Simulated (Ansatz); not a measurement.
# Quasiparticle gap of BaIBr (Pnma), part 2 of 2

How far does one-shot GW move the r2SCAN gap of BaIBr (Pnma)?

Ansatz 0.2.0; r2SCAN, then G0W0 on it, plane waves, PAW. Known limits of the many-body steps: finite bands, screening cutoff and k mesh; no spin-orbit coupling in G0W0.

So far. Step 2 (The r2SCAN band structure): Over mesh and path the gap is 3.993 eV, direct, at k = Γ. Step 3 (One-shot GW): Over all 12 irreducible mesh points the G0W0 gap is 5.636 eV, direct, at k = Γ. The r2SCAN gap of this run on the mesh is 3.992 eV. The two states that bound the G0W0 gap lie that far apart at the start, so the correction of the gap is 5.636 − 3.992 = +1.644 eV.

In doubt: masses and optical values from hybrid runs of this build are listed as unsure (in some of the runs), which bears on the screening that GW takes from such a start.

## 4. Spin-orbit coupling in r2SCAN

This run has two-component orbitals with spin-orbit coupling.

This step: DFT, r2SCAN with spin-orbit coupling, plane waves, PAW.

Contents of input.yaml:

```yaml
crystal:
  lattice:
    - [8.81446039, 0.0, 0.0]
    - [0.0, 5.12429103, 0.0]
    - [0.0, 0.0, 10.19167839]
  atoms:
    - { symbol: Ba, position: [0.72882454, 0.25, 0.37513703] }
    - { symbol: Ba, position: [0.27117546, 0.75, 0.62486297] }
    - { symbol: Ba, position: [0.77117546, 0.75, 0.87513703] }
    - { symbol: Ba, position: [0.22882454, 0.25, 0.12486297] }
    - { symbol: I, position: [0.47161056, 0.25, 0.83177655] }
    - { symbol: I, position: [0.52838944, 0.75, 0.16822345] }
    - { symbol: I, position: [0.02838944, 0.75, 0.33177655] }
    - { symbol: I, position: [0.97161056, 0.25, 0.66822345] }
    - { symbol: Br, position: [0.8564719, 0.25, 0.06668585] }
    - { symbol: Br, position: [0.1435281, 0.75, 0.93331415] }
    - { symbol: Br, position: [0.6435281, 0.75, 0.56668585] }
    - { symbol: Br, position: [0.3564719, 0.25, 0.43331415] }
kpoints:
  mp_grid: { grid: [4, 4, 2] }
  band_path:
    path:
      - [0.0, 0.0, 0.0]
      - [0.5, 0.0, 0.0]
      - [0.5, 0.5, 0.0]
      - [0.0, 0.5, 0.0]
      - [0.0, 0.0, 0.5]
      - [0.5, 0.0, 0.5]
      - [0.5, 0.5, 0.5]
      - [0.0, 0.5, 0.5]
    npoints: 1
hamiltonian:
  xc: r2scan
scf:
  occupations: { method: fixed }
  n_extra_bands: 16
magnetization:
  noncollinear: true
  spin_orbit: true
output:
  eigenvalues: true
```

The run is started by

```
> ansatz run input.yaml --threads 16 --pin off --max-ram 82944MiB --backend cuda --events-out ev --progress --plain --runs-dir out --devices 1 --max-vram 78GiB
```

Numbers of over 12 decimals in the logs are rounded to 6 here.

What it wrote:

```text
[...]
GPUs: using 1 of 1 available (devices: 1).
[...]
non-collinear run that drives no moment, with spin-orbit: no starting moment large enough to seed its density (crystal.atoms[].spin), no starting occupations that ask for one, no magnetisation constraint and no magnetic field, so the semilocal B_xc is pinned to zero
[...]
Crystal: 12 atoms, lattice volume = 460.336 Å³
Basis set: ecut = 500 eV, 11719 PW (Γ), exchange–correlation on 288×160×300 points (64 copies of the dense FFT grid, shifted against one another)
Bands: 152, of which v1, the nominal top of the filled ones, is band 136 counted from 1 (135 counted from 0)
Symmetry: 8 space group operations + 8 with time reversal
[...]
k-points: 18 of 32
Projection manifold: j_resolved (fully-relativistic pseudo-atomic orbitals)
[...]
SCF iter   1: F=—  HF=-65058.578825 eV  |F-HF|=—  |Δ(HF+E_count)|=         —  Δρ=3.17e-2  dr2=1.20e1  dr2_τ=1.62e-2  dr2_m=0.00e0 (ungated)  ethr=3.10e-3  |M|=0.00e0 ∫|m|=0.00e0 μB  |m|>n=0.0e0 m-floor=0.0e0 τ_xc=0.0e0  β_m=0.30  ⟨swp⟩=14.2  Hψ=7668  notcnv=0  defer=244
[...]
spin=Noncollinear: Resta preconditioning applied to the charge; magnetization (m_x, m_y, m_z) channels mix plain (no charge-response kernel on spin).
SCF iter   2: F=—  HF=-65055.949921 eV  |F-HF|=—  |Δ(HF+E_count)|=    2.63e0  Δρ=2.01e-2  dr2=4.90e0  dr2_τ=2.61e-3  dr2_m=0.00e0 (ungated)  ethr=3.10e-3  |M|=0.00e0 ∫|m|=0.00e0 μB  |m|>n=0.0e0 m-floor=0.0e0 τ_xc=0.0e0  β_m=0.55  ⟨swp⟩=6.1  Hψ=2497  notcnv=0  defer=204
SCF iter   3: F=—  HF=-65054.187546 eV  |F-HF|=—  |Δ(HF+E_count)|=    1.76e0  Δρ=4.23e-3  dr2=1.76e-1  dr2_τ=5.18e-4  dr2_m=0.00e0 (ungated)  ethr=3.10e-3  |M|=0.00e0 ∫|m|=0.00e0 μB  |m|>n=0.0e0 m-floor=0.0e0 τ_xc=0.0e0  β_m=0.76  ⟨swp⟩=7.0  Hψ=2817  notcnv=0  defer=226
[...]
SCF 1 converged in 9 iterations: F = -65054.182944 eV  dr2 = 1.00e-8
[...]
SCF converged after 9 iterations
[...]
```

The job ended after 5.6 s (1 × NVIDIA GB200 (shared by 2 runs) with 16 threads of Arm Neoverse V2, shared host; peak memory 2.3 GiB).

This step gave:

```yaml
gap: 3.737 eV
valence_top_at: Γ
conduction_bottom_at: Γ
least_direct_gap: 3.737 eV
```

Over mesh and listed points the gap is 3.737 eV, direct, at k = Γ. r2SCAN+SOC against r2SCAN: 3.737 − 3.993 = −0.256 eV, with the same mesh, set of files (read in its fully relativistic form for the spin-orbit run) and cutoff, and both edges at the same k points. The spin-orbit run sees mesh and listed points alone, so its gap is an upper bound: the coupling can move an edge off these points, and the change over the zone, its sign included where it is small, is not known.

## 5. The runs together

Each gap is the least one over the points named; times are wall times on shared hosts, not benchmarks. A G0W0 time includes the run's own self-consistent start. Runs with listed points see these and the mesh alone, so an edge that moves elsewhere is missed. Rows marked * are further runs, not shown as steps, whose inputs differ from the G0W0 step on the same start in the columns given; solver thresholds can differ too.

```csv
level,mesh,"files, cutoff","bands summed, screening",points,gap (eV),valence top,conduction bottom,least direct gap (eV),time
r2SCAN,4×4×2,"soft_2 PAW, 500 eV",-,mesh and path,3.993,Γ,Γ,3.993,3.2 s
r2SCAN+SOC,4×4×2,"soft_2 PAW, 500 eV",-,mesh and listed points,3.737,Γ,Γ,3.737,5.6 s
G0W0@r2SCAN*,2×4×2,"hard PAW, 680 eV","835, 80 eV",all 12 irreducible mesh points,5.399,Γ,Γ,5.399,39 s
G0W0@r2SCAN*,2×4×2,"hard PAW, 680 eV","1637, 130 eV",all 12 irreducible mesh points,5.551,Γ,Γ,5.551,1.9 min
G0W0@r2SCAN,2×4×2,"hard PAW, 680 eV","3044, 200 eV",all 12 irreducible mesh points,5.636,Γ,Γ,5.636,3.8 min
G0W0@r2SCAN*,4×6×4,"hard PAW, 680 eV","835, 80 eV",all 36 irreducible mesh points,5.400,Γ,Γ,5.400,9.4 min
```

## 6. Summary of results

```json
{
 "r2SCAN gap over mesh and path": "3.993 eV, direct, at k = Γ",
 "G0W0@r2SCAN gap over all 12 irreducible mesh points": "5.636 eV, direct, at k = Γ",
 "r2SCAN+SOC gap over mesh and listed points": "3.737 eV",
 "estimated limit in bands and cutoff, on this mesh": "5.735 eV",
 "GW settings": "2×4×2 mesh, 2956 empty bands, screening to 200 eV, hard PAW files",
 "known limits": "finite bands, screening cutoff and k mesh; no spin-orbit coupling in G0W0"
}
```

Over all 12 irreducible mesh points the G0W0 gap is 5.636 eV, direct, at k = Γ. The r2SCAN gap of this run on the mesh is 3.992 eV. The two states that bound the G0W0 gap lie that far apart at the start, so the correction of the gap is 5.636 − 3.992 = +1.644 eV. The valence state moves by 4.133 − 5.396 = −1.263 eV and the conduction state by 9.769 − 9.388 = +0.381 eV, on the run's own scale; with 835 bands the edge states move by −0.876 and +0.531 eV, so the split between the edges depends on the bands and cutoff. Both edges that r2SCAN shows over mesh and path lie at k points where levels were corrected. Levels at other points were not corrected, so a lower G0W0 gap elsewhere in the zone is not ruled out. From 835 bands and 80 eV to 3044 bands and 200 eV the gap moves by 5.636 − 5.399 = +0.237 eV (rung by rung 5.399, 5.551, 5.636 eV); bands and screening cutoff rise together, so their parts are not told apart. A line in one over the bands through the two highest rungs gives 5.636 + (5.636 − 5.551) × 1637 / (3044 − 1637) = 5.735 eV, and through the pair below 5.551 + (5.551 − 5.399) × 835 / (1637 − 835) = 5.709 eV. The two agree within 0.03 eV and the same two states bound the gap in each rung, so 5.735 eV is taken as an estimate of the limit on this mesh. With the 4×6×4 mesh in place of the 2×4×2 mesh and all else as in the G0W0@r2SCAN row with 835 bands, the gap differs by 5.400 − 5.399 = +0.001 eV, and that of the start by 3.992 − 3.992 = +0.000 eV. G0W0 on other starts in this series, not shown as steps and not all at these settings: 5.695 eV on HSE06 (2×4×2, hard PAW, 1637 bands, 130 eV). r2SCAN+SOC against r2SCAN: 3.737 − 3.993 = −0.256 eV, with the same mesh, set of files (read in its fully relativistic form for the spin-orbit run) and cutoff, and both edges at the same k points. The spin-orbit run sees mesh and listed points alone, so its gap is an upper bound: the coupling can move an edge off these points, and the change over the zone, its sign included where it is small, is not known. What spin-orbit coupling does to the G0W0 levels was not computed, so no sum with the G0W0 gap is formed. For the G0W0 step: the program's warnings for this run: eigensolver not converged. The G0W0 runs are scalar-relativistic. G0W0 is shown with one set of atomic data (hard PAW), so the error from the files is not known here. Failed or unusable runs on r2SCAN in this series, left out of the table: G0W0@r2SCAN (2×4×2 mesh, hard PAW files, 5162 empty bands) was refused by the program for memory.

[Paths, hosts, dates, memory and timing lines, banners, echoed tables and standing remarks are left out of the program output.]

[Logs are printed without paths, hosts, clocks, repeated set-up lines and the standing remarks that a program may print on its own settings, such as how far it seeks lower states.]

[Runs of the session that timed out or met a known fault of the program may be left out.]

[Cells called generated may have been cut or substituted from an entry of the Crystallography Open Database or the Materials Project.]

[Hosts, paths, dates, database ids (printed as entryN), source tags and the programs' standing remarks are cut or masked in the printed files.]

[Where an RPA ε∞ is given, it is that of the G0W0 mesh and is not shown converged in it. Names of k-points follow the symmetry that the program found, which can be lower than the space group named. Band edges on a path are those of the sampled points; other points can move an edge, and change direct to indirect where valleys lie close.]

[Hybrid gaps are those of their k-mesh and are not shown converged in it.]
